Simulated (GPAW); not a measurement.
# STM contrast on a 8-layer slab of Mo(100), part 2 of 2

Aim: Tersoff-Hamann images of a 8-layer slab of Mo(100) at several biases.

GPAW 26.7.0; GPAW, PAW setups; slab in vacuum, relaxation (the session's first sound run).

So far. Step 2 (Relaxing the atoms): The relaxation lowered the energy of the cell by 0.151 eV (energies extrapolated to zero smearing; the optimiser's log prints free energies). The largest force left on a free atom is 0.028 eV/Å.

### 3. Plane waves, PBE (continued)

Local density of states summed over the bias window over a1 and a2. Sample bias 1.5 V, constant height 3.5 Å over the top atom.

Values in units of 1e-4 arbitrary, 15 rows by 15 columns:
```
8.6 8.5 8.3 8.1 7.9 7.6 7.4 7.3 7.3 7.4 7.6 7.9 8.1 8.3 8.5
8.4 8.3 8.2 8.0 7.7 7.5 7.3 7.2 7.2 7.3 7.5 7.7 8.0 8.2 8.3
8.2 8.1 8.0 7.7 7.5 7.3 7.1 7.0 7.0 7.1 7.3 7.5 7.7 8.0 8.1
7.9 7.9 7.7 7.5 7.2 7.0 6.9 6.8 6.8 6.9 7.0 7.2 7.5 7.7 7.9
7.6 7.6 7.5 7.3 7.0 6.8 6.7 6.6 6.6 6.7 6.8 7.0 7.3 7.5 7.6
7.5 7.4 7.3 7.1 6.9 6.7 6.5 6.4 6.4 6.5 6.7 6.9 7.1 7.3 7.4
7.4 7.3 7.2 7.0 6.8 6.6 6.4 6.3 6.3 6.4 6.6 6.8 7.0 7.2 7.3
7.4 7.3 7.2 7.0 6.8 6.6 6.4 6.3 6.3 6.4 6.6 6.8 7.0 7.2 7.3
7.5 7.4 7.3 7.1 6.9 6.7 6.5 6.4 6.4 6.5 6.7 6.9 7.1 7.3 7.4
7.6 7.6 7.5 7.3 7.0 6.8 6.7 6.6 6.6 6.7 6.8 7.0 7.3 7.5 7.6
7.9 7.9 7.7 7.5 7.2 7.0 6.9 6.8 6.8 6.9 7.0 7.2 7.5 7.7 7.9
8.2 8.1 8.0 7.7 7.5 7.3 7.1 7.0 7.0 7.1 7.3 7.5 7.7 8.0 8.1
8.4 8.3 8.2 8.0 7.7 7.5 7.3 7.2 7.2 7.3 7.5 7.7 8.0 8.2 8.3
8.6 8.5 8.3 8.1 7.9 7.6 7.4 7.3 7.3 7.4 7.6 7.9 8.1 8.3 8.5
8.6 8.6 8.4 8.2 7.9 7.6 7.5 7.4 7.4 7.5 7.6 7.9 8.2 8.4 8.6
```
Columns: a1 from 0 to 0.933; rows upwards: a2 from 0 to 0.933.

Force by atom:

| atom | x (eV/Å) | y (eV/Å) | z (eV/Å) | size |
| --- | --- | --- | --- | --- |
| Mo1 | 0.00 | 0.00 | 1.43 | 1.43 |
| Mo2 | 0.00 | 0.00 | -1.48 | 1.48 |
| Mo3 | 0.00 | 0.00 | 0.21 | 0.21 |
| Mo4 | 0.00 | 0.00 | -0.10 | 0.10 |
| Mo5 | 0.00 | 0.00 | -0.02 | 0.02 |
| Mo6 | 0.00 | 0.00 | 0.00 | 0.00 |
| Mo7 | 0.00 | 0.00 | -0.01 | 0.01 |
| Mo8 | 0.00 | 0.00 | -0.03 | 0.03 |

The potential is flat to 0.002 eV/Å where it is read, so the vacuum is wide enough.

### 4. A changed run

One more run, with changed settings.

Contents of run.py:

```python
import json
import numpy as np
from ase import Atoms
from gpaw import GPAW, PW
from gpaw.external import ConstantElectricField

slab = Atoms(
    ['Mo', 'Mo', 'Mo', 'Mo', 'Mo', 'Mo', 'Mo', 'Mo'],
    positions=[
        [1.57500, 1.57500, 7.00000],
        [0.00000, 0.00000, 8.57500],
        [1.57500, 1.57500, 10.15000],
        [0.00000, 0.00000, 11.72500],
        [1.57500, 1.57500, 13.33707],
        [0.00000, -0.00000, 14.88307],
        [1.57500, 1.57500, 16.53178],
        [0.00000, 0.00000, 17.91796]],
    cell=[[3.15, 0.0, 0.0], [0.0, 3.15, 0.0], [0.0, 0.0, 25.025]],
    pbc=[True, True, False])

slab.calc = GPAW(mode=PW(400), xc='PBE', kpts={'size': (10, 10, 1), 'gamma': True},
                 occupations={'name': 'fermi-dirac', 'width': 0.1}, nbands='160%',
                 convergence={'density': 1e-05}, maxiter=75,
                 poissonsolver={'dipolelayer': 'xy'},
                 external=ConstantElectricField(1.5, [0, 0, 1]),
                 symmetry={'tolerance': 1e-3}, txt='slab.txt')
result = {}
energy = slab.get_potential_energy()
fermi = slab.calc.get_fermi_level()
v = slab.calc.get_electrostatic_potential().mean((0, 1)) - fermi
n = slab.calc.get_pseudo_density().mean((0, 1))
L = slab.cell[2, 2]
z = np.arange(len(v)) * L / len(v)
low, high = slab.positions[:, 2].min(), slab.positions[:, 2].max()
below, above = np.interp([low - 4.8, high + 4.8], z, v)
slopes = [np.interp(x, z, np.gradient(v, z)) for x in (low - 4.8, high + 4.8)]
eps = np.array([[slab.calc.get_eigenvalues(k, s) for k in range(len(slab.calc.get_ibz_k_points()))]
                for s in range(slab.calc.get_number_of_spins())]) - fermi
top, bottom = eps[eps < 0].max(), eps[eps > 0].min()
dipole = slab.get_dipole_moment()[2]
print(f'energy {energy:.4f} eV, Fermi level {fermi:.4f} eV, dipole {dipole:.5f} e A')
print(f'potential 4.8 A off the faces, from the Fermi level: lower {below:.4f} eV, upper {above:.4f} eV')
print(f'slope of the potential there: lower {slopes[0]:.5f}, upper {slopes[1]:.5f} eV/A')
print(f'nearest levels on the mesh: {top:.4f} and {bottom:.4f} eV')
print('magnetic moment', round(slab.get_magnetic_moment(), 3))
result.update(energy=energy, fermi=fermi, dipole=dipole, below=below, above=above, slopes=slopes, edges=[top, bottom],
              z=z.tolist(), v=v.tolist(), n=n.tolist(), positions=slab.positions.tolist(),
              forces=slab.get_forces(apply_constraint=False).tolist(), moments=slab.get_magnetic_moments().tolist())
json.dump(result, open('result.json', 'w'))
```

Launch:

```bash
$ OMP_NUM_THREADS=1 OPENBLAS_NUM_THREADS=1 python run.py
```

Run time: 24 min. Hardware: 1 thread of Arm Neoverse V2, shared host; peak memory 0.67 GiB.

The run finished. A setting was moved off its sound value on purpose, so it serves as a test and not as the result.

The fault put into the input: a field far too strong (field = 1.5).

The two runs compared:

| quantity | this run | sound run | difference |
| --- | --- | --- | --- |
| dipole along the normal (e·Å) | 1.3304 | 0.0029283 | 1.33 |

The two runs differ clearly in the dipole along the normal: 1.33 e·Å against 0.00293 e·Å.

### 5. What came out

```json
{
  "work function, upper and lower face": "3.848 and 3.902 eV",
  "dipole along the normal": "0.00293 e Å",
  "corrugation at -2 V": "0.0124 Å",
  "corrugation at -1 V": "0.0206 Å",
  "corrugation at 1.5 V": "0.166 Å"
}
```

In words: The corrugation at constant current is largest at 1.5 V, where the tip height varies by 0.17 Å over the cell. Negative sample bias images filled states, positive bias empty ones. The two faces differ by 0.053 eV, the step that the slab's dipole makes (e p/(ε0 A) gives 0.053 eV), so the dipole layer is needed. The lowest atoms were held at bulk positions, which alone makes the faces unlike. The measured value for this face is 4.45 eV (as compiled in "Anisotropic work function of elemental crystals", 2019, arxiv:1902.07811); the relaxed upper face lies 0.60 eV under it with PBE. Measured work functions scatter by a tenth of an eV or more between methods. The clean face reconstructs (W and Mo (100) only when cold), while this slab is an unreconstructed 1×1 cell, so the two are not the same surface. The images are of Tersoff-Hamann type: an s-wave tip, no tip-sample forces, heights closer than in a microscope. The small printed dipole stands for a step of -53 meV from the lower to the upper face, and the probes find -53 meV; values this small are near the numerical noise of both. The in-plane lattice was kept as typed, which isn't the functional's own and leaves some strain; spin-orbit coupling and temperature are left out.

[Logs are printed without paths, hosts, clocks, repeated set-up lines and the standing remarks that a program may print on its own settings, such as how far it seeks lower states.]

[Hosts, paths, dates, database ids (printed as entryN), source tags and the programs' standing remarks are cut or masked in the printed files.]
